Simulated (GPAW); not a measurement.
# Ti2NOS MXene monolayer: work function by functional and basis, part 2 of 3

Aim: the work function of both faces of Ti2NOS MXene monolayer, and its spread over functionals and bases.

GPAW 26.7.0; GPAW, PAW setups; layer in a repeated cell with vacuum, relaxation of atoms and in-plane cell (the session's first sound run).

So far, upper work function (eV): step 3 (plane waves, PBE) 5.67.

## Step 4: Self-consistent run: xc = "vdW-DF2"

The same geometry under vdW-DF2, to see how far the functional moves the levels against the vacuum (the van der Waals functionals take revPBE setups).

Input file run.py:

```python
import json
import numpy as np
from ase import Atoms
from gpaw import GPAW, PW

slab = Atoms(
    ['S', 'Ti', 'N', 'Ti', 'O'],
    positions=[
        [0.00000, 1.76154, 9.00000],
        [1.52554, 0.88077, 10.59020],
        [0.00000, 0.00000, 11.80525],
        [0.00000, 1.76154, 13.05813],
        [1.52554, 0.88077, 13.98159]],
    cell=[[3.05109, -0.0, 0.0], [-1.52554, 2.64232, 0.0], [0.0, 0.0, 22.9816]],
    pbc=[True, True, False])

slab.calc = GPAW(mode=PW(500), xc='vdW-DF2', kpts={'size': (12, 12, 1), 'gamma': True},
                 occupations={'name': 'fermi-dirac', 'width': 0.05}, nbands='160%',
                 convergence={'density': 1e-05}, maxiter=200,
                 poissonsolver={'dipolelayer': 'xy'},
                 symmetry={'tolerance': 1e-3}, txt='slab.txt')
result = {}
energy = slab.get_potential_energy()
fermi = slab.calc.get_fermi_level()
v = slab.calc.get_electrostatic_potential().mean((0, 1)) - fermi
n = slab.calc.get_pseudo_density().mean((0, 1))
L = slab.cell[2, 2]
z = np.arange(len(v)) * L / len(v)
low, high = slab.positions[:, 2].min(), slab.positions[:, 2].max()
below, above = np.interp([low - 6.8, high + 6.8], z, v)
slopes = [np.interp(x, z, np.gradient(v, z)) for x in (low - 6.8, high + 6.8)]
eps = np.array([[slab.calc.get_eigenvalues(k, s) for k in range(len(slab.calc.get_ibz_k_points()))]
                for s in range(slab.calc.get_number_of_spins())]) - fermi
top, bottom = eps[eps < 0].max(), eps[eps > 0].min()
dipole = slab.get_dipole_moment()[2]
print(f'energy {energy:.4f} eV, Fermi level {fermi:.4f} eV, dipole {dipole:.5f} e A')
print(f'potential 6.8 A off the faces, from the Fermi level: lower {below:.4f} eV, upper {above:.4f} eV')
print(f'slope of the potential there: lower {slopes[0]:.5f}, upper {slopes[1]:.5f} eV/A')
print(f'nearest levels on the mesh: {top:.4f} and {bottom:.4f} eV')
print('magnetic moment', round(slab.get_magnetic_moment(), 3))
result.update(energy=energy, fermi=fermi, dipole=dipole, below=below, above=above, slopes=slopes, edges=[top, bottom],
              z=z.tolist(), v=v.tolist(), n=n.tolist(), positions=slab.positions.tolist(),
              forces=slab.get_forces(apply_constraint=False).tolist(), moments=slab.get_magnetic_moments().tolist())
json.dump(result, open('result.json', 'w'))
```

The run is started by

```console
OMP_NUM_THREADS=1 OPENBLAS_NUM_THREADS=1 python run.py
```

It took 6.5 min on 1 thread of Arm Neoverse V1, shared host; peak memory 0.41 GiB.

This step gave:

```yaml
dipole_along_the_normal: -0.01174 e·Å
levels_nearest_the_fermi_level_on_the_mesh: -0.02698, 0.09526 eV from the Fermi level
upper_work_function: 6.238 eV
lower_work_function: 5.981 eV
```

The electrostatic potential energy of an electron (without an applied field's), less the Fermi level, planar mean oscillates, so the rows of the table below give means over windows of 1 Å about each position, cut where the curve ends. Its maxima inside the range that stand out by 2 % of the span (Å: eV): 9.8: -4.97, 11.3: -7.07, 12.3: -6.74, 13.7: -11.5. Its minima: 9.0: -20.4, 10.6: -18.8, 11.8: -13.5, 13.0: -19.3, 13.9: -12.8.

Table of electrostatic potential energy of an electron (without an applied field's), less the Fermi level, planar mean by z; means over each step:

z (Å), electrostatic potential energy of an electron (without an applied field's), less the Fermi level, planar mean (eV) and a bar from the least value:
```
        0        6.0 ##############################
        1        6.0 ##############################
        2        6.0 ##############################
        3        6.0 ##############################
        4        6.0 ##############################
        5        6.0 ##############################
        6        6.0 ##############################
        7        5.8 #############################
        8        2.5 #########################
        9      -14.1 ##
       10       -9.5 ########
       11      -12.4 ####
       12       -9.8 ########
       13      -15.6 
       14       -8.4 ##########
       15        5.0 ############################
       16        6.2 ##############################
       17        6.2 ##############################
       18        6.2 ##############################
       19        6.2 ##############################
       20        6.2 ##############################
       21        6.2 ##############################
       22        6.2 ##############################
```

The pseudo valence density, planar mean oscillates, so the rows of the table below give means over windows of 0.5 Å about each position, cut where the curve ends. Its maxima inside the range that stand out by 2 % of the span (Å: e/Å³): 9.38: 0.526, 10.53: 1.49, 11.87: 0.723, 13.02: 1.53. Its minima: 9.77: 0.447, 11.30: 0.585, 12.26: 0.568.

The pseudo valence density, planar mean by z; means over each step:

```
z (Å)  pseudo valence density, planar mean (e/Å³)
  5.5                                      7.2e-5
  6.0                                      3.3e-4
  6.5                                     0.00148
  7.0                                     0.00671
  7.5                                      0.0327
  8.0                                       0.136
  8.5                                       0.369
  9.0                                       0.453
  9.5                                       0.493
 10.0                                       0.634
 10.5                                        1.30
 11.0                                       0.915
 11.5                                       0.659
 12.0                                       0.673
 12.5                                       0.722
 13.0                                        1.36
 13.5                                        1.08
 14.0                                       0.884
 14.5                                       0.375
 15.0                                      0.0612
 15.5                                      0.0107
 16.0                                     0.00189
 16.5                                      3.8e-4
 17.0                                      8.7e-5
```

Force by atom:

```
atom  x (eV/Å)  y (eV/Å)  z (eV/Å)   size
  S1     0.000     0.000    -0.550  0.550
 Ti2     0.000     0.000    -0.234  0.234
  N3     0.000     0.000    -0.128  0.128
 Ti4     0.000     0.000     0.445  0.445
  O5     0.000     0.000     0.530  0.530
```

The upper face's work function is 6.238 eV, against 5.673 eV in the first plane-wave PBE run at this geometry.

## Step 5: Self-consistent run: xc = "LDA"

The same geometry under LDA, to see how far the functional moves the levels against the vacuum.

Changes to run.py since step 4:

```diff
@@ -16,3 +16,3 @@
 
-slab.calc = GPAW(mode=PW(500), xc='vdW-DF2', kpts={'size': (12, 12, 1), 'gamma': True},
+slab.calc = GPAW(mode=PW(500), xc='LDA', kpts={'size': (12, 12, 1), 'gamma': True},
                  occupations={'name': 'fermi-dirac', 'width': 0.05}, nbands='160%',
```

The job ended after 71 s (1 thread; peak memory 0.26 GiB).

This step gave:

| Item | Value |
| --- | --- |
| dipole along the normal | -0.01041 e·Å |
| levels nearest the Fermi level on the mesh | -0.009585, 0.1099 eV from the Fermi level |
| upper work function | 6.085 eV |
| lower work function | 5.858 eV |

The upper face's work function is 6.085 eV, against 5.673 eV in the first plane-wave PBE run at this geometry.

## Step 6: Self-consistent run: xc = "RPBE"

The same geometry under RPBE, to see how far the functional moves the levels against the vacuum.

Changes to run.py since step 5:

```diff
@@ -16,3 +16,3 @@
 
-slab.calc = GPAW(mode=PW(500), xc='LDA', kpts={'size': (12, 12, 1), 'gamma': True},
+slab.calc = GPAW(mode=PW(500), xc='RPBE', kpts={'size': (12, 12, 1), 'gamma': True},
                  occupations={'name': 'fermi-dirac', 'width': 0.05}, nbands='160%',
```

It took 76 s on 1 thread; peak memory 0.26 GiB.

This step gave:

```
dipole along the normal                    : -7.84e-4 e·Å
levels nearest the Fermi level on the mesh : -0.02877, 0.1087 eV from the Fermi level
upper work function                        : 5.505 eV
lower work function                        : 5.494 eV
```

The electrostatic potential energy of an electron (without an applied field's), less the Fermi level, planar mean oscillates, so the rows of the table below give means over windows of 0.5 Å about each position, cut where the curve ends. Its maxima inside the range that stand out by 2 % of the span (Å: eV): 9.77: -5.00, 11.30: -7.18, 12.26: -6.86, 13.69: -11.9. Its minima: 9.00: -20.6, 10.63: -18.8, 11.78: -13.7, 13.02: -19.4, 13.88: -13.2.

Table of electrostatic potential energy of an electron (without an applied field's), less the Fermi level, planar mean by z; means over each step:

```
z (Å)  electrostatic potential energy of an electron (without an applied field's), less the Fermi level, planar mean (eV)
  0.0                                                                                                                5.50
  0.5                                                                                                                5.50
  1.0                                                                                                                5.49
  1.5                                                                                                                5.49
  2.0                                                                                                                5.49
  2.5                                                                                                                5.49
  3.0                                                                                                                5.49
  3.5                                                                                                                5.49
  4.0                                                                                                                5.49
  4.5                                                                                                                5.49
  5.0                                                                                                                5.49
  5.5                                                                                                                5.49
  6.0                                                                                                                5.49
  6.5                                                                                                                5.47
  7.0                                                                                                                5.38
  7.5                                                                                                                4.98
  8.0                                                                                                                2.95
  8.5                                                                                                               -5.76
  9.0                                                                                                               -18.2
  9.5                                                                                                               -8.55
 10.0                                                                                                               -7.96
 10.5                                                                                                               -17.2
 11.0                                                                                                               -12.1
 11.5                                                                                                               -9.29
 12.0                                                                                                               -10.5
 12.5                                                                                                               -9.63
 13.0                                                                                                               -18.0
 13.5                                                                                                               -13.8
 14.0                                                                                                               -10.9
 14.5                                                                                                               0.561
 15.0                                                                                                                4.72
 15.5                                                                                                                5.37
 16.0                                                                                                                5.48
 16.5                                                                                                                5.50
 17.0                                                                                                                5.50
 17.5                                                                                                                5.50
 18.0                                                                                                                5.50
 18.5                                                                                                                5.50
 19.0                                                                                                                5.50
 19.5                                                                                                                5.50
 20.0                                                                                                                5.50
 20.5                                                                                                                5.50
 21.0                                                                                                                5.50
 21.5                                                                                                                5.50
 22.0                                                                                                                5.50
 22.5                                                                                                                5.50
```

The upper face's work function is 5.505 eV, against 5.673 eV in the first plane-wave PBE run at this geometry.

## Step 7: OptPBE vdW: xc = "optPBE-vdW"

The same geometry under optPBE-vdW, to see how far the functional moves the levels against the vacuum (the van der Waals functionals take revPBE setups).

Changes to run.py since step 6:

```diff
@@ -16,3 +16,3 @@
 
-slab.calc = GPAW(mode=PW(500), xc='RPBE', kpts={'size': (12, 12, 1), 'gamma': True},
+slab.calc = GPAW(mode=PW(500), xc='optPBE-vdW', kpts={'size': (12, 12, 1), 'gamma': True},
                  occupations={'name': 'fermi-dirac', 'width': 0.05}, nbands='160%',
```

Run time: 94 s. Hardware: 1 thread; peak memory 0.41 GiB.

Numbers from this step:

| Property | Result |
| --- | --- |
| dipole along the normal | -0.005895 e·Å |
| levels nearest the Fermi level on the mesh | -0.02905, 0.1119 eV from the Fermi level |
| upper work function | 5.950 eV |
| lower work function | 5.824 eV |

The electrostatic potential energy of an electron (without an applied field's), less the Fermi level, planar mean oscillates, so the rows of the table below give means over windows of 1 Å about each position, cut where the curve ends. Its maxima inside the range that stand out by 2 % of the span (Å: eV): 9.8: -4.87, 11.3: -6.99, 12.3: -6.67, 13.7: -11.6. Its minima: 9.0: -20.5, 10.6: -18.6, 11.8: -13.5, 13.0: -19.2, 13.9: -12.9.

Electrostatic potential energy of an electron (without an applied field's), less the Fermi level, planar mean against z; means over each step:

z (Å), electrostatic potential energy of an electron (without an applied field's), less the Fermi level, planar mean (eV) and a bar from the least value:
```
        0        5.8 ##############################
        1        5.8 ##############################
        2        5.8 ##############################
        3        5.8 ##############################
        4        5.8 ##############################
        5        5.8 ##############################
        6        5.8 ##############################
        7        5.7 ##############################
        8        2.4 #########################
        9      -14.1 ##
       10       -9.3 #########
       11      -12.3 #####
       12       -9.7 ########
       13      -15.6 
       14       -8.5 ##########
       15        4.8 ############################
       16        5.9 ##############################
       17        5.9 ##############################
       18        5.9 ##############################
       19        5.9 ##############################
       20        5.9 ##############################
       21        5.9 ##############################
       22        5.9 ##############################
```

The upper face's work function is 5.950 eV, against 5.673 eV in the first plane-wave PBE run at this geometry.

(Part 2 of 3 ends here.)

[Logs are printed without paths, hosts, clocks, repeated set-up lines and the standing remarks that a program may print on its own settings, such as how far it seeks lower states.]

[Hosts, paths, dates, database ids (printed as entryN), source tags and the programs' standing remarks are cut or masked in the printed files.]
